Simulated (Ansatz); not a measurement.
## LaBRh3 (Pm-3m): from the cell to its phonons

Wanted: phonon frequencies of LaBRh3 (Pm-3m) and what follows from them.

Method: DFT PBEsol, scalar-relativistic, plane waves, PAW; PAW set soft_1, in Ansatz 0.2.0.

## 1. The structure

Symmetry: Pm-3m, No. 221, cubic system. The conventional cell has a = 4.242 Å, b = 4.242 Å, c = 4.242 Å, α = 90.00°, β = 90.00°, γ = 90.00°. La has 12 Rh at 3.00 Å and 8 B at 3.67 Å nearest. B has 6 Rh at 2.12 Å and 8 La at 3.67 Å nearest. Rh has 2 B at 2.12 Å and 8 Rh at 3.00 Å and 4 La at 3.00 Å nearest. Farther neighbours are not listed.

## 2. Relaxation

Harmonic phonons are second derivatives at a point where the forces vanish, and they are wanted at zero stress, so atoms and cell are relaxed first.

Contents of input.yaml:

```yaml
crystal:
  lattice:
    - [4.242, 0.0, 0.0]
    - [0.0, 4.242, 0.0]
    - [0.0, 0.0, 4.242]
  atoms:
    - { symbol: La, position: [0.0, 0.0, 0.0] }
    - { symbol: B, position: [0.5, 0.5, 0.5] }
    - { symbol: Rh, position: [0.0, 0.5, 0.5] }
    - { symbol: Rh, position: [0.5, 0.0, 0.5] }
    - { symbol: Rh, position: [0.5, 0.5, 0.0] }
kpoints:
  mp_grid: { grid: [8, 8, 8] }
hamiltonian:
  xc: pbesol
  pseudopotentials: { kind: paw, azcp: { folder: soft_1 }, xc_functional: pbe }
scf:
  occupations: { method: gaussian, width: 0.1 }
output:
  forces: true
  stress: true
  eigenvalues: true
relax:
  adjacent_minimum: "off"
  f_tol: 0.005
  max_steps: 80
  cell: { stress_tol: 0.05 }
```

The run is started by

```
> ansatz run input.yaml --threads 4 --pin off --max-ram 10240MiB --backend cpu --events-out ev --progress --plain --runs-dir out
```

Numbers of over 12 decimals in the logs are rounded to 6 here.

What it wrote:

```text
Engine: ansatz 0.2.0, aarch64-unknown-linux-gnu
Pseudopotentials: kind: paw
Pseudopotential: La, paw, valence charge 11, recommended cutoff 420 eV (normal), soft_1/La.paw.azcp
Pseudopotential: B, paw, valence charge 3, recommended cutoff 420 eV (normal), soft_1/B.paw.azcp
Pseudopotential: Rh, paw, valence charge 17, recommended cutoff 420 eV (normal), soft_1/Rh.paw.azcp
Functional definition: PBEsol
  exchange = pbesol_x
  correlation = pbesol_c
Crystal: 5 atoms, lattice volume = 76.333 Å³
Basis set: ecut = 420 eV, 1503 PW (Γ), exchange–correlation on 60×60×60 points (8 copies of the dense FFT grid, shifted against one another)
Bands: 39, of which v1, the nominal top of the filled ones, is band 33 counted from 1 (32 counted from 0)
Symmetry: 48 space group operations
Space group: Pm-3m (ITA 221), of the structure as read, at distance tolerance 4.2e-5 Å
k-points: 35 of 512
Non-local potential: La, projectors of the file, l = 0: 3, l = 1: 2, l = 2: 2, l = 3: 3
Non-local potential: B, projectors of the file, l = 0: 2, l = 1: 2, l = 2: 1
Non-local potential: Rh, projectors of the file, l = 0: 3, l = 1: 2, l = 2: 2, l = 3: 1
PAW form: soft (Blöchl's): semilocal exchange-correlation on the pseudo side does not see the compensation charge
PAW frozen core: La, regenerated for the run's functional, and the local potential with it (the file was generated under x = pbe(κ = 0.804, μ = 0.219515), c = pbe(β = 0.066725))
PAW frozen core: B, regenerated for the run's functional, and the local potential with it (the file was generated under x = pbe(κ = 0.804, μ = 0.219515), c = pbe(β = 0.066725))
PAW frozen core: Rh, regenerated for the run's functional, and the local potential with it (the file was generated under x = pbe(κ = 0.804, μ = 0.219515), c = pbe(β = 0.066725))
PAW one-centre angular grid: La, 590 points (default); XC on 64 Gauss nodes
PAW one-centre angular grid: B, 110 points (default); XC on 64 Gauss nodes
PAW one-centre angular grid: Rh, 590 points (default); XC on 64 Gauss nodes
Initial density: superposition of atomic densities (chi_scale 0.1, normalization cell, long waves kept (reshape's long-wave potential 0.00 eV rms))
Initial wavefunctions: pseudopotential atomic-orbital guess
Functional: x = pbesol(κ = 0.804, μ = 0.123457), c = pbesol(β = 0.046)
SCF iter   1: F=—  HF=-25345.233169 eV  |F-HF|=—  |Δ(HF+E_count)|=         —  Δρ=3.73e-1  dr2=1.93e2  ethr=3.10e-3  ⟨swp⟩=3.2  Hψ=5135  notcnv=0
preconditioner: auto → Kerker (q_TF=auto, 2.656 Å⁻¹)  [metal: Δε(μ)=0.004 eV  Ē_g=5.759 eV  σ=0.100 eV  W_gap=0.02  n_scr=26 (ndim 8)  ℏωp=26.5 eV  f_vac=0.000  D(μ)=13.82/eV (n_scr^D=250)]
SCF iter   2: F=—  HF=-25335.624977 eV  |F-HF|=—  |Δ(HF+E_count)|=    9.61e0  Δρ=1.29e-1  dr2=2.25e1  ethr=3.10e-3  ⟨swp⟩=3.0  Hψ=3568  notcnv=0
SCF iter   3: F=—  HF=-25335.009648 eV  |F-HF|=—  |Δ(HF+E_count)|=   6.15e-1  Δρ=7.88e-2  dr2=7.70e0  ethr=3.10e-3  ⟨swp⟩=2.2  Hψ=1917  notcnv=0  defer=3
SCF iter   4: F=—  HF=-25334.277943 eV  |F-HF|=—  |Δ(HF+E_count)|=   7.32e-1  Δρ=3.89e-2  dr2=1.65e0  ethr=3.10e-3  ⟨swp⟩=4.1  Hψ=3820  notcnv=0  defer=31
SCF iter   5: F=—  HF=-25333.955960 eV  |F-HF|=—  |Δ(HF+E_count)|=   3.22e-1  Δρ=1.26e-2  dr2=1.85e-1  ethr=2.54e-3  ⟨swp⟩=4.8  Hψ=3581  notcnv=0  defer=43
SCF iter   6: F=—  HF=-25333.899437 eV  |F-HF|=—  |Δ(HF+E_count)|=   5.65e-2  Δρ=2.83e-3  dr2=1.09e-2  ethr=2.85e-4  ⟨swp⟩=4.8  Hψ=3136  notcnv=0  defer=45
SCF iter   7: F=—  HF=-25333.896400 eV  |F-HF|=—  |Δ(HF+E_count)|=   3.04e-3  Δρ=5.16e-4  dr2=3.64e-4  ethr=1.67e-5  ⟨swp⟩=2.7  Hψ=2552  notcnv=0  defer=47
SCF iter   8: F=—  HF=-25333.896275 eV  |F-HF|=—  |Δ(HF+E_count)|=   1.25e-4  Δρ=8.42e-5  dr2=4.81e-6  ethr=5.60e-7  ⟨swp⟩=2.0  Hψ=2475  notcnv=0  defer=47
SCF iter   9: F=—  HF=-25333.896307 eV  |F-HF|=—  |Δ(HF+E_count)|=   3.18e-5  Δρ=2.29e-5  dr2=5.88e-7  ethr=7.40e-9  ⟨swp⟩=2.0  Hψ=2325  notcnv=0  defer=47
SCF iter  10: F=-25333.896306 eV  HF=-25333.896306 eV  |F-HF|=4.82e-8  |Δ(HF+E_count)|=   1.25e-7  Δρ=6.00e-6  dr2=5.20e-8  ethr=1.54e-10  ⟨swp⟩=12.3  Hψ=7116  notcnv=0
SCF 1 converged in 10 iterations: F = -25333.896306 eV  dr2 = 5.20e-8
  greatest PAW one-centre occupation: 0.999 electrons in one spin orbital (limit 2), on the Rh atom at site 4 (counted from 0), in its partial waves of l = 0
relax step   1: F+E_penalty+E_count = -25333.89630641 eV  Δ(F+E_penalty+E_count) = +0.000e0 eV  max|allowed force component| = 7.589e-29 eV/Å  Δτ_max = 0.0000 Å  P = -2.374 GPa  Ω = 76.333 Å³  (10 SCF iters, dr2 threshold 1.00e-7 eV, accepted)
Crystal: 5 atoms, lattice volume = 74.773 Å³
Basis set: ecut = 420 eV, 1419 PW (Γ), exchange–correlation on 60×60×60 points (8 copies of the dense FFT grid, shifted against one another)
Initial density: handed on by an earlier stage of this run
Initial wavefunctions: those handed on with the density
iter 1 solved again at ethr=3.98e-5 eV; its pass at ethr=3.10e-3 eV (dr2=2.59e-2 eV) is discarded
SCF iter   1: F=—  HF=-25333.906730 eV  |F-HF|=—  |Δ(HF+E_count)|=         —  Δρ=4.57e-3  dr2=2.45e-2  ethr=3.98e-5  ⟨swp⟩=2.0  Hψ=7066  notcnv=0
preconditioner: auto → Kerker (q_TF=auto, 2.665 Å⁻¹)  [metal: Δε(μ)=0.020 eV  Ē_g=7.400 eV  σ=0.100 eV  W_gap=0.11  n_scr=26 (ndim 8)  ℏωp=26.8 eV  f_vac=0.000  D(μ)=4.49/eV (n_scr^D=32)]
SCF iter   2: F=—  HF=-25333.902769 eV  |F-HF|=—  |Δ(HF+E_count)|=   3.96e-3  Δρ=1.76e-3  dr2=3.53e-3  ethr=3.77e-5  ⟨swp⟩=2.3  Hψ=2084  notcnv=0
SCF iter   3: F=—  HF=-25333.902109 eV  |F-HF|=—  |Δ(HF+E_count)|=   6.61e-4  Δρ=4.70e-4  dr2=1.63e-4  ethr=5.43e-6  ⟨swp⟩=2.0  Hψ=2059  notcnv=0
SCF iter   4: F=—  HF=-25333.902088 eV  |F-HF|=—  |Δ(HF+E_count)|=   2.02e-5  Δρ=6.74e-5  dr2=5.18e-6  ethr=2.50e-7  ⟨swp⟩=2.1  Hψ=2316  notcnv=0
iter 5 did not close the SCF: its close was put off for the readings that it lacked (scf_convergence_deferred on its scf_iter line)
SCF iter   5: F=-25333.902087 eV  HF=-25333.902087 eV  |F-HF|=1.71e-7  |Δ(HF+E_count)|=   9.91e-7  Δρ=1.38e-5  dr2=2.32e-7  ethr=7.98e-9  ⟨swp⟩=2.1  Hψ=2395  notcnv=0
SCF iter   6: F=-25333.902087 eV  HF=-25333.902087 eV  |F-HF|=5.48e-9  |Δ(HF+E_count)|=   4.26e-8  Δρ=3.50e-6  dr2=9.02e-9  ethr=3.57e-10  ⟨swp⟩=5.5  Hψ=6356  notcnv=0
SCF 2 converged in 6 iterations: F = -25333.902087 eV  dr2 = 9.02e-9
  greatest PAW one-centre occupation: 0.999 electrons in one spin orbital (limit 2), on the Rh atom at site 2 (counted from 0), in its partial waves of l = 0
relax step   2: F+E_penalty+E_count = -25333.90208743 eV  Δ(F+E_penalty+E_count) = -5.781e-3 eV  max|allowed force component| = 7.552e-29 eV/Å  Δτ_max = 0.0000 Å  P = +1.423 GPa  Ω = 74.773 Å³  energy of the carried Pulay correction = +7.953e-4 eV  (6 SCF iters, dr2 threshold 5.00e-7 eV, accepted)
Crystal: 5 atoms, lattice volume = 75.350 Å³
iter 1 solved again at ethr=4.84e-6 eV; its pass at ethr=3.10e-3 eV (dr2=3.15e-3 eV) is discarded
SCF iter   1: F=—  HF=-25333.904883 eV  |F-HF|=—  |Δ(HF+E_count)|=         —  Δρ=1.68e-3  dr2=3.34e-3  ethr=4.84e-6  ⟨swp⟩=2.8  Hψ=6828  notcnv=0
preconditioner: auto → Kerker (q_TF=auto, 2.662 Å⁻¹)  [metal: Δε(μ)=0.026 eV  Ē_g=7.386 eV  σ=0.100 eV  W_gap=0.15  n_scr=26 (ndim 8)  ℏωp=26.7 eV  f_vac=0.000  D(μ)=4.48/eV (n_scr^D=32)]
SCF iter   2: F=—  HF=-25333.904338 eV  |F-HF|=—  |Δ(HF+E_count)|=   5.45e-4  Δρ=6.59e-4  dr2=5.00e-4  ethr=4.84e-6  ⟨swp⟩=2.3  Hψ=1787  notcnv=0
SCF iter   3: F=—  HF=-25333.904247 eV  |F-HF|=—  |Δ(HF+E_count)|=   9.06e-5  Δρ=1.80e-4  dr2=2.04e-5  ethr=7.70e-7  ⟨swp⟩=2.0  Hψ=1954  notcnv=0
SCF iter   4: F=—  HF=-25333.904275 eV  |F-HF|=—  |Δ(HF+E_count)|=   2.78e-5  Δρ=2.90e-5  dr2=1.20e-6  ethr=3.14e-8  ⟨swp⟩=2.1  Hψ=2390  notcnv=0
iter 5 did not close the SCF: its close was put off for the readings that it lacked (scf_convergence_deferred on its scf_iter line)
SCF iter   5: F=-25333.904275 eV  HF=-25333.904275 eV  |F-HF|=5.87e-8  |Δ(HF+E_count)|=   1.85e-7  Δρ=9.87e-6  dr2=7.30e-8  ethr=1.84e-9  ⟨swp⟩=2.3  Hψ=2358  notcnv=0
SCF iter   6: F=-25333.904275 eV  HF=-25333.904275 eV  |F-HF|=6.11e-10  |Δ(HF+E_count)|=   1.96e-8  Δρ=1.33e-6  dr2=1.04e-9  ethr=1.12e-10  ⟨swp⟩=3.8  Hψ=5166  notcnv=0
SCF 3 converged in 6 iterations: F = -25333.904275 eV  dr2 = 1.04e-9
relax step   3: F+E_penalty+E_count = -25333.90427504 eV  Δ(F+E_penalty+E_count) = -2.188e-3 eV  max|allowed force component| = 3.558e-29 eV/Å  Δτ_max = 0.0000 Å  P = -0.033 GPa  Ω = 75.350 Å³  energy of the carried Pulay correction = +4.992e-4 eV  (6 SCF iters, dr2 threshold 5.00e-7 eV, accepted)
Initial wavefunctions: pseudopotential atomic-orbital guess (no wavefunctions were taken with the density)
iter 1 solved again at ethr=1.14e-8 eV; its pass at ethr=3.10e-3 eV (dr2=7.42e-6 eV) is discarded
SCF iter   1: F=—  HF=-25333.903780 eV  |F-HF|=—  |Δ(HF+E_count)|=         —  Δρ=2.45e-5  dr2=7.61e-8  ethr=1.14e-8  ⟨swp⟩=4.5  Hψ=10263  notcnv=0
preconditioner: auto → Kerker (q_TF=auto, 2.662 Å⁻¹)  [metal: Δε(μ)=0.028 eV  Ē_g=7.379 eV  σ=0.100 eV  W_gap=0.15  n_scr=26 (ndim 8)  ℏωp=26.7 eV  f_vac=0.000  D(μ)=4.50/eV (n_scr^D=32)]
SCF iter   2: F=—  HF=-25333.903815 eV  |F-HF|=—  |Δ(HF+E_count)|=   3.48e-5  Δρ=1.21e-5  dr2=1.58e-8  ethr=1.17e-10  ⟨swp⟩=2.2  Hψ=2415  notcnv=0
SCF iter   3: F=—  HF=-25333.903815 eV  |F-HF|=—  |Δ(HF+E_count)|=   1.77e-8  Δρ=2.01e-6  dr2=5.25e-10  ethr=2.43e-11  ⟨swp⟩=2.5  Hψ=2502  notcnv=0
iter 4 did not close the SCF: its close was put off for the readings that it lacked (scf_convergence_deferred on its scf_iter line)
SCF iter   4: F=-25333.903815 eV  HF=-25333.903815 eV  |F-HF|=1.82e-11  |Δ(HF+E_count)|=  5.24e-10  Δρ=1.39e-7  dr2=1.07e-11  ethr=1.00e-12  ⟨swp⟩=2.3  Hψ=2453  notcnv=0
iter 5 did not close the SCF: its close was put off for the readings that it lacked (scf_convergence_deferred on its scf_iter line)
SCF iter   5: F=-25333.903815 eV  HF=-25333.903815 eV  |F-HF|=0.00e0  |Δ(HF+E_count)|=  7.28e-12  Δρ=2.21e-8  dr2=4.77e-13  ethr=1.00e-12  ⟨swp⟩=1.0  Hψ=1366  notcnv=0
iter 6 did not close the SCF: its close was put off for the readings that it lacked (scf_convergence_deferred on its scf_iter line)
SCF iter   6: F=-25333.903815 eV  HF=-25333.903815 eV  |F-HF|=0.00e0  |Δ(HF+E_count)|=    0.00e0  Δρ=6.73e-9  dr2=4.18e-14  ethr=1.00e-12  ⟨swp⟩=1.0  Hψ=1365  notcnv=0
iter 7 did not close the SCF: its close was put off for the readings that it lacked (scf_convergence_deferred on its scf_iter line)
SCF iter   7: F=-25333.903815 eV  HF=-25333.903815 eV  |F-HF|=3.64e-12  |Δ(HF+E_count)|=    0.00e0  Δρ=1.77e-9  dr2=2.99e-15  ethr=1.00e-12  ⟨swp⟩=1.0  Hψ=1365  notcnv=0
SCF iter   8: F=-25333.903815 eV  HF=-25333.903815 eV  |F-HF|=0.00e0  |Δ(HF+E_count)|=  7.28e-12  Δρ=3.45e-10  dr2=6.84e-17  ethr=1.00e-12  ⟨swp⟩=3.5  Hψ=3418  notcnv=0
SCF 4 converged in 8 iterations: F = -25333.903815 eV  dr2 = 6.84e-17
relax step   4: F+E_penalty+E_count = -25333.90381510 eV  Δ(F+E_penalty+E_count) = +4.599e-4 eV  max|allowed force component| = 7.310e-30 eV/Å  Δτ_max = 0.0000 Å  P = -0.035 GPa  Ω = 75.350 Å³  stress off target by 3.55e-2 GPa  SCF on the basis re-selected at this cell (its energy is not comparable with the rows above)  (8 SCF iters)
basis re-selected at this cell: Δ(F+E_penalty+E_count) = +4.599e-4 eV, ΔP = -0.002 GPa vs the last step (what re-selecting the basis moved, of the pressure what is left beyond the Pulay correction that the steps carried, after the strain that the cell walked since its last selection, with what the two solves' SCF thresholds leave and, on support functions, any second-order correction that the steps lacked; it is no m [...]
SCF converged after 8 iterations
Free energy (F): -25333.903815 eV
Harris-Foulkes:  -25333.903815 eV  (|F-HF|=0.00e0)
Internal energy: -25333.881322 eV  (E = F + TS)
E sigma→0 (E₀):  -25333.892568 eV
Entropy (-TS):   -0.022494 eV (-4.499 meV/atom)
Fermi energy:    18.035884 eV
--- Per-component energies (eV) ---
  E_band       = -368.602350
  E_kinetic    = 1855.526810
  E_local      = -5845.467615  (includes V_loc(G=0)·N_el)
  E_nonlocal   = 1003.766286
  E_hartree    = 2256.032995
  E_xc         = -778.860251
  E_vxc        = -944.535041  (∫ρ·V_xc dr)
  E_paw        = -16027.698536  (= ΣΔE_a)
  E_vpaw       = -949.959018  (= ΣTr[D̂ρ^β])
  E_aug_tail   = 0.000237  (compensation charges beyond the density's cutoff)
  E_ewald      = -7798.193597
  E_core_change = 1.012349  (= ΣΔE_core)
  E_smearing   = -0.022494  (= −TS)
  E_closure    = -0.000000  (closes the sum)
  Σ components = -25333.903815   (vs F -25333.903815, Δ=0.00e0)
--- Forces (eV/Å), atoms counted from 1 ---
  atom   1  La    -0.00000000    -0.00000000    -0.00000000
  atom   2  B      0.00000000     0.00000000    -0.00000000
  atom   3  Rh    -0.00000000     0.00000000     0.00000000
  atom   4  Rh     0.00000000     0.00000000    -0.00000000
  atom   5  Rh    -0.00000000    -0.00000000     0.00000000
  max |Σ_I F_I| component: 1.60e-29 eV/Å
--- Stress (GPa, compression-positive) ---
       -0.035470       0.000000       0.000000
        0.000000      -0.035470      -0.000000
        0.000000      -0.000000      -0.035470
  P = ⅓ Tr σ = -0.0355 GPa (-0.355 kbar)
--- Band table (eV; the first three rows and the last of 35) ---
  k-point 0: bands = [... 29 lower, 17.4581, 17.4581, 18.2439, 18.2767, 18.2767, 18.2767, 21.4357, 21.4357, ... 2 higher]
  k-point 1: bands = [... 29 lower, 16.9887, 17.7455, 18.1259, 18.2770, 18.7652, 18.7652, 21.4216, 21.4437, ... 2 higher]
  k-point 2: bands = [... 29 lower, 16.7759, 17.6142, 17.7963, 18.2778, 19.3956, 19.3956, 21.3879, 21.4784, ... 2 higher]
  k-point 34: bands = [... 29 lower, 18.1045, 18.1045, 18.1045, 20.1270, 20.1270, 20.1270, 20.8263, 20.8263, ... 2 higher]
--- Relaxed structure (3 steps of the walk, 3 accepted, 1 SCFs on fresh bases) ---
  F+E_penalty+E_count = -25333.90381510 eV   max|allowed force component| = 7.310e-30 eV/Å   (the final SCF, on the basis selected at the relaxed cell)
  cell:  # Å, volume = 75.3504 Å³
    - [4.223720, 0, 0]
    - [0, 4.223720, 0]
    - [0, 0, 4.223720]
  atoms:
    - { symbol: La, position: [0, 0, 0] }
    - { symbol: B, position: [0.5, 0.5, 0.5] }
    - { symbol: Rh, position: [0, 0.5, 0.5] }
    - { symbol: Rh, position: [0.5, 0, 0.5] }
    - { symbol: Rh, position: [0.5, 0.5, 0] }
```

Wall time 9 s (4 threads of Arm Neoverse V2, shared host); peak memory 0.46 GiB; 34 s of CPU time.

The steps of the relaxation:

```
step  energy less that of the first step (eV)  largest force component (eV/Å)  pressure (GPa)  volume (Å³)
   1                                   0.0000                          0.0000           -2.37        76.33
   2                                  -0.0058                          0.0000            1.42        74.77
   3                                  -0.0080                          0.0000           -0.03        75.35
  4*                                  -0.0075                          0.0000           -0.04        75.35
```

Relaxation steps marked * repeat the geometry before them on a plane-wave basis chosen anew for their cell, so energy and pressure can jump there.

The run keeps the 48 symmetry operations that it works with, so distortions that break them were not tested.

```
conventional cell, symmetrised  before  after  change
                         a (Å)   4.242  4.224  -0.4 %
                         b (Å)   4.242  4.224  -0.4 %
                         c (Å)   4.242  4.224  -0.4 %
              volume (Å³/atom)   15.27  15.07  -1.3 %
```

Numbers from this step:

```
pressure          : -0.03547 GPa
volume per atom   : 15.07 Å³
gap on the k-mesh : 0 eV
```

In this step the volume went from 15.27 to 15.07 Å³/atom.

## 3. Tight relaxation

Phonons need a cell at rest on their own settings, so the relaxation is repeated with tight tolerances on forces and stress on the k mesh and occupations of the first response run.

input.yaml, the sections that differ from step 2:

```yaml
crystal:
  lattice:
    - [4.2237204908, 0.0, 0.0]
    - [0.0, 4.2237204908, 0.0]
    - [0.0, 0.0, 4.2237204908]
  atoms:
    - { symbol: La, position: [0.0, 0.0, 0.0] }
    - { symbol: B, position: [0.5, 0.5, 0.5] }
    - { symbol: Rh, position: [0.0, 0.5, 0.5] }
    - { symbol: Rh, position: [0.5, 0.0, 0.5] }
    - { symbol: Rh, position: [0.5, 0.5, 0.0] }
scf:
  occupations: { method: methfessel_paxton, width: 0.2 }
relax:
  adjacent_minimum: "off"
  f_tol: 0.001
  max_steps: 60
  cell: { stress_tol: 0.01 }
# kpoints, hamiltonian, output: as in step 2
```

What it wrote:

```text
[...]
Crystal: 5 atoms, lattice volume = 75.350 Å³
Basis set: ecut = 420 eV, 1419 PW (Γ), exchange–correlation on 60×60×60 points (8 copies of the dense FFT grid, shifted against one another)
Bands: 39, of which v1, the nominal top of the filled ones, is band 33 counted from 1 (32 counted from 0)
Symmetry: 48 space group operations
[...]
k-points: 35 of 512
[...]
--- Relaxed structure (3 steps of the walk, 3 accepted, 1 SCFs on fresh bases) ---
[...]
cell:  # Å, volume = 75.3268 Å³
    - [4.223279, 0, 0.0]
    - [0, 4.223279, 0]
    - [0.0, 0, 4.223279]
  atoms:
    - { symbol: La, position: [0, 0, 0] }
    - { symbol: B, position: [0.500000, 0.500000, 0.500000] }
    - { symbol: Rh, position: [0, 0.500000, 0.500000] }
    - { symbol: Rh, position: [0.500000, 0, 0.500000] }
    - { symbol: Rh, position: [0.500000, 0.500000, 0] }
[key lines of the parts left out:]
SCF converged after 5 iterations
Free energy (F): -25333.897717 eV
Fermi energy:    18.038842 eV
P = ⅓ Tr σ = -0.0000 GPa (-0.000 kbar)
```

Wall time 8.6 s (4 threads); peak memory 0.47 GiB; 32 s of CPU time.

Little changed from the start: no atom moved by 0.005 Å and no cell edge by 0.1 %.

Numbers from this step:

```yaml
pressure: -1.10e-5 GPa
```

The forces vanish by symmetry and the pressure is 0.000 GPa, within the tolerances set. The cell now holds 15.07 Å³/atom.

(Continued in part 2 of 3.)

[Logs are printed without paths, hosts, clocks, repeated set-up lines and the standing remarks that a program may print on its own settings, such as how far it seeks lower states.]

[Hosts, paths, dates, database ids (printed as entryN), source tags and the programs' standing remarks are cut or masked in the printed files.]
